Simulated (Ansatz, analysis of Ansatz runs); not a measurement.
# Can an added hole hop between O atoms in Rb2MoO4 (C2/m)?, part 2 of 2

Aim: the energy barrier that a trapped hole meets when it moves from one O atom to another one nearby in Rb2MoO4 (C2/m). The model is a cell of 56 host atoms.

Ansatz 0.2.0; plane-wave PAW DFT, PBEsol+U; relaxation of all atoms of a supercell at fixed charge in a uniform background; PAW set soft_1.

So far. Step 2 (The cell without the carrier): The largest displacement from an ideal site is 0.058 Å. Step 3 (The hole on the first site): The largest changes of the moments are 0.79 μB on O36, 0.10 μB on O43 and -0.05 μB on Mo23. The largest part sits on the chosen site.

### Step 4. The hole on the second site

The same start is made on the second site, to get the end of the hop.

File B.relax/input.yaml:

```yaml
crystal:
  lattice:
    - [-3.40926829, 6.22012204, 7.03993421]
    - [9.35597185, 0.0, 7.0485238]
    - [12.76524014, 6.22012204, 0.00858959]
  atoms:
    - { symbol: Rb, position: [0.29572, 0.448619, 0.205287] }
    - { symbol: Rb, position: [0.295657, 0.448571, 0.705352] }
[... 5 atom lines left out ...]
    - { symbol: Rb, position: [0.70533, 0.550675, 0.795184] }
[... 14 atom lines left out ...]
    - { symbol: Mo, position: [0.525364, 0.678628, 0.475268] }
[... 5 atom lines left out ...]
    - { symbol: O, position: [0.353943, 0.727853, 0.415791] }
[... 6 atom lines left out ...]
    - { symbol: O, position: [0.584795, 0.496684, 0.646525] }
[... 6 atom lines left out ...]
    - { symbol: O, position: [0.525598, 0.849962, 0.475586], spin: 1.0 }
[... 11 atom lines left out ...]
    - { symbol: O, position: [0.631435, 0.72258, 0.368907] }
    - { symbol: O, position: [0.631366, 0.722813, 0.86878] }
total_charge: 1
basis:
  ecutwfc: 420
  xc_grid: 2
hamiltonian:
  xc: pbesol
  hubbard:
    sites: [{ species: O, l: p, u_eff: 8.0 }]
    projectors: ortho-atomic
  pseudopotentials: { kind: paw, azcp: { folder: soft_1 }, xc_functional: pbe }
kpoints:
  mp_grid: { grid: [1, 1, 1] }
magnetization:
  spin_polarized: true
  initial_magnetization: 1
  spin_locking: { lock_magnetization: hard }
scf:
  occupations: { method: fermi_dirac, width: 0.01 }
  max_iter: 120
  lower_state_search: "off"
output:
  forces: true
relax:
  f_tol: 0.015
  max_steps: 70
  escape_saddle: false
checkpoint:
  write: "../B.relax.run"
  compress: false
  write_wavefunctions: true
  write_every: 100000
```

Started as:

```bash
$ ansatz run input.yaml --threads 8 --pin off --max-ram 17899MiB --backend cpu --events-out ev --progress --plain --runs-dir out
```

Numbers of over 12 decimals in the logs are rounded to 6 here.

The log of the run:

```text
[...]
Crystal: 56 atoms, lattice volume = 1118.325 Å³
Basis set: ecut = 420 eV, 21889 PW (Γ), exchange–correlation on 144×160×192 points (8 copies of the dense FFT grid, shifted against one another)
Bands: 280, of which v1, the nominal top of the filled ones, is band 224 counted from 1 (223 counted from 0)
Symmetry: 1 space group operations
[...]
k-points: 1
[...]
Starting moments: Σ|m| = 1 μB on 1 of 56 sites
[...]
SCF iter   1: F=—  HF=-108580.544713 eV  |F-HF|=—  |Δ(HF+E_count)|=         —  Δρ=5.35e-2 (↑5.30e-2 ↓5.35e-2)  dr2=2.67e2  dr2_m=1.88e-1  M=1.000 μB ∫|m|=1.222 μB  β_m=0.30  ethr=3.10e-3  ⟨swp⟩=7.0  Hψ=2340  notcnv=0  defer=13
[...]
F+E_penalty+E_count = -108529.49932203 eV   max|allowed force component| = 1.377e-2 eV/Å
  atoms:
    - { symbol: Rb, position: [0.297986, 0.446463, 0.208130] }
    - { symbol: Rb, position: [0.289354, 0.444119, 0.711496] }
    [... 5 atoms left out ...]
    - { symbol: Rb, position: [0.716498, 0.536687, 0.814746] }
    [... 1 atom left out ...]
    - { symbol: Rb, position: [0.356902, 0.870029, 0.643723] }
    [... 1 atom left out ...]
    - { symbol: Rb, position: [0.875182, 0.357947, 0.642754] }
    [... 10 atoms left out ...]
    - { symbol: Mo, position: [0.529403, 0.695977, 0.471371] }
    [... 2 atoms left out ...]
    - { symbol: O, position: [0.415097, 0.492193, 0.860128] }
    [... 2 atoms left out ...]
    - { symbol: O, position: [0.358040, 0.734086, 0.412974] }
    [... 6 atoms left out ...]
    - { symbol: O, position: [0.587442, 0.504066, 0.642650] }
    [... 6 atoms left out ...]
    - { symbol: O, position: [0.532710, 0.864919, 0.468248] }
    [... 11 atoms left out ...]
    - { symbol: O, position: [0.632763, 0.715511, 0.368099] }
    [... 1 atom left out ...]
[key lines of the parts left out:]
SCF converged after 4 iterations
Magnetization: 1.0000 μB (224.0000 up, 223.0000 down)
Free energy (F): -108529.499322 eV
Fermi energy:    2.791376 (↑ 3.250399, ↓ 2.788024) eV
```

Elapsed: 60 s, on 8 threads of Arm Neoverse V2, shared host; peak memory 2.1 GiB; 7.6 min of CPU time.

Distances from O43 without and with the hole:

```tsv
atom	without (Å)	with (Å)
Mo23	1.76	1.95
O36	2.85	2.91
O29	2.85	2.91
Rb15	2.86	2.90
```

The largest changes of the moments are 0.79 μB on O43, 0.07 μB on O29 and 0.06 μB on O36. The largest part sits on the chosen site.

### Step 5. Points on the line between the two structures

All atoms move on the straight line between the two relaxed structures, 3.60 amu^1/2 Å long in mass-weighted terms. Each point starts from the state of the point before, once from either end, so that both localised states can be followed; the midpoint is also started with the carrier shared.

File A.x0500/input.yaml:

```yaml
crystal:
  lattice:
    - [-3.40926829, 6.22012204, 7.03993421]
    - [9.35597185, 0.0, 7.0485238]
    - [12.76524014, 6.22012204, 0.00858959]
  atoms:
    - { symbol: Rb, position: [0.297165, 0.448589, 0.206004] }
    - { symbol: Rb, position: [0.28562, 0.443204, 0.711657] }
[... 5 atom lines left out ...]
    - { symbol: Rb, position: [0.718532, 0.542123, 0.811839] }
[... 14 atom lines left out ...]
    - { symbol: Mo, position: [0.524649, 0.703076, 0.467661] }
[... 5 atom lines left out ...]
    - { symbol: O, position: [0.35495, 0.741084, 0.40597] }
[... 6 atom lines left out ...]
    - { symbol: O, position: [0.582458, 0.493982, 0.648186], spin: 1.0 }
[... 6 atom lines left out ...]
    - { symbol: O, position: [0.530924, 0.854228, 0.473137] }
[... 11 atom lines left out ...]
    - { symbol: O, position: [0.630625, 0.72209, 0.366177] }
    - { symbol: O, position: [0.632824, 0.722186, 0.869169] }
total_charge: 1
basis:
  ecutwfc: 420
  xc_grid: 2
hamiltonian:
  xc: pbesol
  hubbard:
    sites: [{ species: O, l: p, u_eff: 8.0 }]
    projectors: ortho-atomic
  pseudopotentials: { kind: paw, azcp: { folder: soft_1 }, xc_functional: pbe }
kpoints:
  mp_grid: { grid: [1, 1, 1] }
magnetization:
  spin_polarized: true
  initial_magnetization: 1
  spin_locking: { lock_magnetization: hard }
scf:
  occupations: { method: fermi_dirac, width: 0.01 }
  max_iter: 120
  lower_state_search: "off"
output:
  forces: true
  eigenvalues: true
  eigenstates: { localisation: true }
  write_density: true
  write_potential: true
  volumetric_format: npy
checkpoint:
  read: "../A.x0375.run"
  write: "../A.x0500.run"
  compress: false
  write_wavefunctions: true
  write_every: 100000
```

The log of the run:

```text
[...]
Warning: checkpoint.read: the run can stay near the saved state's solution: 56 site(s) moved relative to the saved geometry (max |Δs| = 2.896e-3 fractional); [...]
[...]
Crystal: 56 atoms, lattice volume = 1118.325 Å³
Basis set: ecut = 420 eV, 21889 PW (Γ), exchange–correlation on 144×160×192 points (8 copies of the dense FFT grid, shifted against one another)
Bands: 280, of which v1, the nominal top of the filled ones, is band 224 counted from 1 (223 counted from 0)
Symmetry: 1 space group operations
[...]
k-points: 1
[...]
Starting moments: Σ|m| = 1 μB on 1 of 56 sites; this step starts from the density that it was given
[...]
SCF iter  19: F=-108529.412532 eV  HF=-108529.412532 eV  |F-HF|=5.52e-9  |Δ(HF+E_count)|=   4.23e-8  Δρ=1.20e-6 (↑5.61e-7 ↓1.20e-6)  dr2=2.41e-8  dr2_m=3.58e-9  M=1.000 μB ∫|m|=2.120 μB  ethr=1.61e-11  ⟨swp⟩=6.0  Hψ=3145  notcnv=0
SCF 1 converged in 19 iterations: F = -108529.412532 eV  dr2 = 2.41e-8
[...]
SCF converged after 19 iterations
[...]
Magnetization: 1.0000 μB (224.0000 up, 223.0000 down)
Absolute magnetization: 2.1222 μB (∫|ρ↑−ρ↓|, with the PAW one-centre terms)
[...]
Per-site moments (μB) at R_I (Å): [(-5.2861710698605426e-6, 1.155524), (-0.000281946, 1.124013), (-0.000205986, 1.177891), [... 53 left out ...]
Free energy (F): -108529.412532 eV
[...]
Internal energy: -108529.412532 eV  (E = F + TS)
E sigma→0 (E₀):  -108529.412532 eV
Fermi energy:    3.262723 (↑ 3.320169, ↓ 3.262723) eV
[...]
--- Forces (eV/Å), atoms counted from 1 ---
  atom   1  Rb     0.00744981    -0.00033494     0.00088305
  atom   2  Rb     0.00079336    -0.02262291     0.00066889
  [... 5 atoms left out ...]
  atom   8  Rb     0.02968467     0.04933302     0.01923807
  [... 1 atom left out ...]
  atom  10  Rb     0.03395310    -0.02478338    -0.01109242
  [... 12 atoms left out ...]
  atom  23  Mo    -0.67693127    -0.96910385     0.00609101
  [... 2 atoms left out ...]
  atom  26  O     -0.00825144    -0.04336969     0.05391498
  [... 2 atoms left out ...]
  atom  29  O      0.13943998     0.04384209    -0.16963473
  [... 6 atoms left out ...]
  atom  36  O      0.30268443     0.32136621    -0.04688723
  [... 6 atoms left out ...]
  atom  43  O      0.20956686     0.34685305     0.00763349
  [... 8 atoms left out ...]
  atom  52  O      0.04144331     0.01086071    -0.02650748
  [... 2 atoms left out ...]
  atom  55  O     -0.03046717     0.18501951     0.19007848
  [... 1 atom left out ...]
  max |Σ_I F_I| component: 2.06e-4 eV/Å
--- Band table (eV) ---
[...]
Occupation matrices written to <dir>
```

It took 19 s on 8 threads; peak memory 2.1 GiB; 2.4 min of CPU time.

From eigenstates.tsv, first k-point; energies on the run's zero. The participation number counts the atoms that a state is spread over, of 56; bands count from 0.

```tsv
spin	band	energy (eV)	occupation	participation	largest share on	share
down	217	1.281	1.00	16.6	O48	0.11
down	218	1.303	1.00	16.5	O44	0.12
down	219	1.310	1.00	12.7	O51	0.16
down	220	1.327	1.00	7.3	O47	0.25
down	221	1.337	1.00	13.8	O41	0.13
down	222	1.581	1.00	6.0	Mo23	0.27
down	223	4.945	0.00	2.4	O43	0.47
down	224	5.394	0.00	2.6	Mo23	0.59
down	225	6.622	0.00	11.0	Mo22	0.23
down	226	6.675	0.00	12.6	Mo17	0.17
down	227	6.697	0.00	8.4	Mo22	0.28
up	218	1.265	1.00	16.7	O28	0.10
up	219	1.282	1.00	16.8	O48	0.11
up	220	1.303	1.00	16.4	O44	0.12
up	221	1.310	1.00	12.8	O51	0.16
up	222	1.328	1.00	7.2	O47	0.25
up	223	1.338	1.00	12.9	O41	0.13
up	224	5.298	0.00	2.2	Mo23	0.65
up	225	5.524	0.00	2.4	Mo23	0.61
up	226	6.645	0.00	9.8	Mo22	0.27
up	227	6.681	0.00	11.8	Mo22	0.17
up	228	6.721	0.00	11.9	Mo24	0.19
```

Under PBEsol+U (8 eV) at the zone centre alone, the highest filled state is spin down, spread over 6 of 56 atoms, and the lowest empty one, 3.36 eV above it, is spin down, spread over 2 of 56 atoms.

The largest moments in the atoms' spheres: O36 0.62, O43 0.61, Mo23 -0.19, O55 -0.03, O29 -0.03, O40 0.00 μB.

Spin density in the ac plane at fractional y = 0.672, through the centre, with atoms of Rb and Mo and O within 0.45 Å of it.

Ten even steps from '_' (-0.12 e/Å³) to '@' (0.00 e/Å³), each cell a mean:
```
@@@@@@@@@@@@@@@@@@@@@@@@@@@@@@@@@@@@@@@@@@@@@@@@@@@@@@@@
@@@@@@@@@@@@@@@@@@@@@@@@@@@@@@@@@@@@@@@@@@@@@@@@@@@@@@@@
@@@@@@@@@@@@@@@@@@@@@@@@@@@@@@@@@@@@@@@@@@@@@@@@@@@@@@@@
@@@@@@@@@@@@@@@@@@@@@@@@@@@@@@@@@@@@@@@@@@@@@@@@@@@@@@@@
@@@@@@@@@@@@@@@@@@@@@@@@@@@@@@@@@@@@@@@@@@@@@@@@@@@@@@@@
@@@@@@@@@@@@@@@@@@@@@@@@@@@@@@@@@@@@@@@@@@@@@@@@@@@@@@@@
@@@@@@@@@@@@@@@@@@@@@@@@@@@@@@@@@@@@@@@@@@@@@@@@@@@@@@@@
@@@@@@@@@@@@@@@@@@@@@@@@@@@@@@@@@@@@@@@@@@@@@@@@@@@@@@@@
@@@@@@@@@@@@@@@@@@@@@@@@@@@@@@@@@@@@@@@@@@@@@@@@@@@@@@@@
@@@@@@@@@@@@@@@@@@@@@@@@@@@@%%####%%@@@@@@@@@@@@@@@@@@@@
@@@@@@@@@@@@@@@@@@@@@@@@@@%%==__::**%%@@@@@@@@@@@@@@@@@@
@@@@@@@@@@@@@@@@@@@@@@@@@@%%==__--##@@@@@@@@@@@@@@@@@@@@
@@@@@@@@@@@@@@@@@@@@@@@@@@%%::--##@@@@@@@@@@@@@@@@@@@@@@
@@@@@@@@@@@@@@@@@@@@@@@@@@%%==**@@@@@@@@@@@@@@@@@@@@@@@@
@@@@@@@@@@@@@@@@@@@@@@@@@@@@@@@@@@%%@@##%%@@@@@@@@@@@@@@
@@@@@@@@@@@@@@@@@@@@@@@@@@@@@@@@@@@@@@@@@@@@@@@@@@@@@@@@
@@@@@@@@@@@@@@@@@@@@@@@@@@@@@@@@@@@@@@@@@@@@@@@@@@@@@@@@
@@@@@@@@@@@@@@@@@@@@@@@@@@@@@@@@@@@@@@@@@@@@@@@@@@@@@@@@
@@@@@@@@@@@@@@@@@@@@@@@@@@@@@@@@@@@@@@@@@@@@@@@@@@@@@@@@
@@@@@@@@@@@@@@@@@@@@@@@@@@@@@@@@@@@@@@@@@@@@@@@@@@@@@@@@
@@@@@@@@@@@@@@@@@@@@@@@@@@@@@@@@@@@@@@@@@@@@@@@@@@@@@@@@
@@@@@@@@@@@@@@@@@@@@@@@@@@@@@@@@@@@@@@@@@@@@@@@@@@@@@@@@
@@@@@@@@@@@@@@@@@@@@@@@@@@@@@@@@@@@@@@@@@@@@@@@@@@@@@@@@
@@@@@@@@@@@@@@@@@@@@@@@@@@@@@@@@@@@@@@@@@@@@@@@@@@@@@@@@
```
Columns run along a (10.0 Å), rows up along c (14.2 Å). Atoms in or near the plane, at fractional coordinates: Rb at (0.13, 0.36), Rb at (0.14, 0.86), Mo at (0.52, 0.47), Mo at (0.52, 0.97), O at (0.36, 0.91), O at (0.98, 0.03), O at (0.97, 0.52), O at (0.63, 0.37), O at (0.63, 0.87).

Valence density in the ac plane at fractional y = 0.672, through the centre, with atoms of Rb and Mo and O within 0.45 Å of it. It is the smooth field of the valence electrons, not physical close to the nuclei.

Values in e/Å³, 13 rows by 16 columns, each cell a mean:
```
0.6 0.1 0.1 0.0 0.3 1.8 2.0 1.4 3.7 2.2 1.0 0.3 0.0 0.0 0.3 1.2
0.2 1.1 1.3 0.6 0.1 0.4 0.4 0.1 0.2 1.0 2.3 0.7 0.1 0.0 0.0 0.0
0.3 1.2 1.4 0.6 0.1 0.0 0.1 0.0 0.0 0.1 0.2 0.2 0.1 0.0 0.0 0.0
0.1 0.1 0.1 0.1 0.0 0.0 0.1 0.0 0.0 0.1 0.3 0.4 0.2 0.2 0.3 0.1
0.2 0.2 0.6 0.4 0.1 0.0 0.0 0.0 0.0 0.0 0.1 0.1 0.1 0.2 0.3 0.2
0.8 0.2 0.2 0.1 0.0 0.0 0.0 0.1 0.5 0.3 0.1 0.0 0.0 0.1 0.4 1.4
1.5 0.1 0.0 0.0 0.1 0.5 0.8 1.7 5.3 3.0 0.3 0.1 0.0 0.1 1.1 4.3
0.1 0.3 0.4 0.1 0.1 0.8 1.0 0.5 1.1 1.5 2.4 0.6 0.1 0.0 0.1 0.2
0.5 1.7 1.9 0.8 0.1 0.0 0.1 0.0 0.1 0.4 0.8 0.3 0.0 0.0 0.0 0.0
0.1 0.5 0.6 0.2 0.0 0.1 0.1 0.0 0.0 0.1 0.3 0.3 0.1 0.1 0.1 0.1
0.1 0.1 0.3 0.2 0.1 0.0 0.0 0.0 0.0 0.1 0.3 0.3 0.1 0.3 0.5 0.2
0.4 0.3 0.4 0.3 0.1 0.0 0.0 0.0 0.1 0.1 0.1 0.0 0.0 0.1 0.2 0.4
2.0 0.2 0.0 0.0 0.0 0.1 0.2 1.0 3.3 1.9 0.2 0.0 0.0 0.1 0.7 3.7
```
Columns run along a (10.0 Å), rows up along c (14.2 Å). Atoms in or near the plane, at fractional coordinates: Rb at (0.13, 0.36), Rb at (0.14, 0.86), Mo at (0.52, 0.47), Mo at (0.52, 0.97), O at (0.36, 0.91), O at (0.98, 0.03), O at (0.97, 0.52), O at (0.63, 0.37), O at (0.63, 0.87).

Electrostatic potential energy in the ac plane at fractional y = 0.672, through the centre, with atoms of Rb and Mo and O within 0.45 Å of it. With pseudopotentials it is smooth inside the atoms' cores, unlike the true potential.

Ten even steps from '_' (-48 eV) to '@' (11 eV), each cell a mean:
```
##@@@@@@@@@@@@@@@@##++****..______++%%@@@@@@@@@@@@@@##++
@@@@@@@@@@@@@@@@@@**==++%%**====**++++%%@@@@@@@@@@@@@@@@
@@%%**====##%%@@@@@@@@@@@@@@@@@@%%==--**@@@@@@@@@@@@@@@@
%%**..____::##@@@@@@@@@@@@@@@@@@@@@@%%@@@@@@@@@@@@@@@@@@
%%##--....++%%@@@@@@@@@@@@@@@@@@@@@@@@@@@@@@@@@@@@@@@@@@
@@@@%%%%%%%%@@@@@@@@@@@@@@@@@@@@@@@@%%%%%%%%@@@@@@@@@@@@
@@@@@@@@@@@@@@@@@@@@@@@@@@@@@@@@@@%%%%##%%%%@@@@@@@@@@@@
@@@@@@@@@@@@@@@@@@@@@@@@@@@@@@@@@@@@%%%%@@@@@@@@@@@@@@@@
##%%@@@@@@@@@@@@@@@@@@@@@@@@@@@@@@@@@@@@@@@@@@@@@@@@%%%%
**##%%@@@@@@@@@@@@@@@@@@@@@@@@@@@@@@@@@@@@@@@@@@@@@@%%##
**%%@@@@@@@@@@@@@@@@@@@@%%##****##%%%%@@@@@@@@@@@@%%**++
==%%@@@@@@@@@@@@@@@@@@%%**::____..++%%@@@@@@@@@@@@**::..
##@@@@@@@@@@@@@@@@%%**##++..______==%%@@@@@@@@@@@@%%**++
@@@@@@@@@@@@@@@@@@##++**##++----++++++%%@@@@@@@@@@@@@@@@
@@%%**++++##%%@@@@@@@@@@@@@@%%%%##==--**@@@@@@@@@@@@@@@@
%%**..____--##@@@@@@@@@@@@@@@@@@@@%%%%@@@@@@@@@@@@@@@@@@
%%**::__..++%%@@@@@@@@@@@@@@@@@@@@@@@@@@@@@@@@@@@@@@@@@@
@@%%%%##%%%%@@@@@@@@@@@@@@@@@@@@@@@@%%%%%%@@@@@@@@@@@@@@
@@@@@@@@@@@@@@@@@@@@@@@@@@@@@@@@@@%%####%%%%@@@@@@@@@@@@
@@@@@@@@@@@@@@@@@@@@@@@@@@@@@@@@@@%%%%%%%%@@@@@@@@@@@@@@
##%%%%@@@@@@@@@@@@@@@@@@@@@@@@@@@@@@@@@@@@@@@@@@@@@@%%%%
**##%%@@@@@@@@@@@@@@@@@@@@@@@@@@@@@@@@@@@@@@@@@@@@@@%%**
**%%@@@@@@@@@@@@@@@@@@@@%%##++++**%%@@@@@@@@@@@@@@@@##++
--%%@@@@@@@@@@@@@@@@@@%%**::______++%%@@@@@@@@@@@@%%--..
```
Columns run along a (10.0 Å; values clipped at the 3rd and 97th percentile), rows up along c (14.2 Å). Atoms in or near the plane, at fractional coordinates: Rb at (0.13, 0.36), Rb at (0.14, 0.86), Mo at (0.52, 0.47), Mo at (0.52, 0.97), O at (0.36, 0.91), O at (0.98, 0.03), O at (0.97, 0.52), O at (0.63, 0.37), O at (0.63, 0.87).

Free energies from the first end:

```tsv
started from	fraction	energy (eV)	moment change on O36 (μB)	on O43 (μB)
first site	0	0.000	0.79	0.10
first site	0.125	0.024	0.77	0.17
first site	0.25	0.075	0.74	0.35
first site	0.375	0.108	0.69	0.52
first site	0.5	0.121	0.62	0.61
first site	0.625	0.120	0.53	0.68
second site	0.875	0.058	0.15	0.77
second site	0.75	0.101	0.38	0.73
second site	0.625	0.120	0.53	0.68
second site	0.5	0.121	0.62	0.61
second site	0.375	0.108	0.69	0.52
shared	0.5	0.121	0.62	0.61
second site	1	0.034	0.06	0.79
```

### Step 6. Outcome

| Item | Value |
| --- | --- |
| barrier forward | 0.12 eV |
| barrier backward | 0.09 eV |
| distance of the two sites without the carrier | 2.85 Å |
| carrier at the midpoint | shared |

On this line the hole must cross 0.12 eV to hop 2.85 Å; the second site lies 0.03 eV higher, and the way back costs 0.09 eV. At the midpoint the lowest state found shares the carrier between both sites, and no finished start kept it on one. That fits an adiabatic hop but does not prove it, since self-interaction left by this U favours sharing too. With an assumed attempt frequency of 1e13 per second the rate at 300 K would be 9e+10 per second for this barrier, if every crossing succeeded. A straight line need not be the lowest path, so the true barrier at this U can be lower, or higher if the ends can still break their symmetry. No run compares the localised hole with one spread in the band, so its binding is unknown and the barrier may exceed it. The program's search for lower electronic states was switched off in all runs, so that each state is followed; none is shown to be the lowest at its structure. No image-charge correction is applied; it nearly cancels along the line while the charge stays localised. Limits: sampling at the zone centre alone can move energies of charged and open-shell states by tenths of an eV or more in cells of this size; gap and trapping depend on the U chosen (O p 8.0 eV).

[Logs are printed without paths, hosts, clocks, repeated set-up lines and the standing remarks that a program may print on its own settings, such as how far it seeks lower states.]

[Hosts, paths, dates, database ids (printed as entryN), source tags and the programs' standing remarks are cut or masked in the printed files.]
